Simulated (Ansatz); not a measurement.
# Kohn anomalies in YS (Fm-3m)

Wanted: frequencies of YS (Fm-3m) solved wavevector by wavevector at several smearings.

Method: DFT PBEsol, scalar-relativistic, plane waves, PAW; PAW set soft_1, in Ansatz 0.2.0.

**1. The starting structure**

The structure is cubic, space group Fm-3m (No. 225). The conventional cell has a = 5.487 Å, b = 5.487 Å, c = 5.487 Å, α = 90.00°, β = 90.00°, γ = 90.00°. Y has 6 S at 2.74 Å nearest. S has 6 Y at 2.74 Å nearest. Farther neighbours and most contacts between anions are not listed.

Structure file:

```cif
data_structure
_symmetry_space_group_name_H-M 'Fm-3m'
_symmetry_Int_Tables_number 225
_cell_length_a 5.4873
_cell_length_b 5.4873
_cell_length_c 5.4873
_cell_angle_alpha 90.000
_cell_angle_beta 90.000
_cell_angle_gamma 90.000
_cell_volume 165.23
loop_
_atom_site_label
_atom_site_type_symbol
_atom_site_symmetry_multiplicity
_atom_site_Wyckoff_symbol
_atom_site_fract_x
_atom_site_fract_y
_atom_site_fract_z
_atom_site_occupancy
Y1 Y 4 b 0.50000 0.00000 0.00000 1
S1 S 4 a 0.00000 0.00000 0.00000 1
```

**2. Relaxing cell and atoms**

Lattice constant and positions set the bands and the force constants, so the cell is relaxed first.

Input file input.yaml:

```yaml
crystal:
  lattice:
    - [0.0, 2.74365, 2.74365]
    - [2.74365, 0.0, 2.74365]
    - [2.74365, 2.74365, 0.0]
  atoms:
    - { symbol: "Y", position: [0.5, 0.5, 0.5] }
    - { symbol: S, position: [0.0, 0.0, 0.0] }
kpoints:
  mp_grid: { grid: [10, 10, 10] }
hamiltonian:
  xc: pbesol
  pseudopotentials: { kind: paw, azcp: { folder: soft_1 }, xc_functional: pbe }
scf:
  occupations: { method: gaussian, width: 0.1 }
output:
  forces: true
  stress: true
  eigenvalues: true
relax:
  adjacent_minimum: "off"
  f_tol: 0.005
  max_steps: 80
  cell: { stress_tol: 0.05 }
```

Started as:

```sh
> ansatz run input.yaml --threads 4 --pin off --max-ram 12288MiB --backend cpu --events-out ev --progress --plain --runs-dir out
```

The runs that follow: wavevectors along a line: Fermi–Dirac smearing of 0.1 eV; phonons along a line: Fermi–Dirac smearing of 0.25 eV; wavevectors along a line: Fermi–Dirac smearing of 0.04 eV; phonons along a line: Methfessel–Paxton smearing of 0.2 eV; smearing and the soft branch.

What does the calculation give for the lowest branch at the last solved point, Fermi–Dirac 0.1 eV; lowest branch at the last solved point, Fermi–Dirac 0.25 eV; and lowest branch at the last solved point, Fermi–Dirac 0.04 eV?

No branch softens by more than 4 % of the top frequency as the smearing narrows, so no anomaly that hangs on the smearing shows at these points. The line holds 5 wavevectors, so a narrow dip between them would be missed. Between Fermi–Dirac 0.25 eV and Fermi–Dirac 0.04 eV the largest change, with modes counted by rank of frequency, is in mode 3 at |q| = 1.01 Å⁻¹, from 99.0 to 106 cm⁻¹. Where branches cross, a count by rank can hide a softening. At the narrowest width the k mesh may not resolve the Fermi surface, so part of the change can be mesh noise.

- phonon run of the rows without a label of their own: PBEsol, k 16×16×16
- lowest branch at the last solved point, Fermi–Dirac 0.1 eV: 95.6 cm⁻¹ at |q| = 1.01 Å⁻¹
- lowest branch at the last solved point, Fermi–Dirac 0.25 eV: 92.8 cm⁻¹ at |q| = 1.01 Å⁻¹
- lowest branch at the last solved point, Fermi–Dirac 0.04 eV: 96.2 cm⁻¹ at |q| = 1.01 Å⁻¹
- lowest branch at the last solved point, Methfessel–Paxton 0.2 eV: 96.2 cm⁻¹ at |q| = 1.01 Å⁻¹

The PAW files were made for PBE; under other functionals the run regenerates their frozen core.

[Logs are printed without paths, hosts, clocks, repeated set-up lines and the standing remarks that a program may print on its own settings, such as how far it seeks lower states.]

[Hosts, paths, dates, database ids (printed as entryN), source tags and the programs' standing remarks are cut or masked in the printed files.]
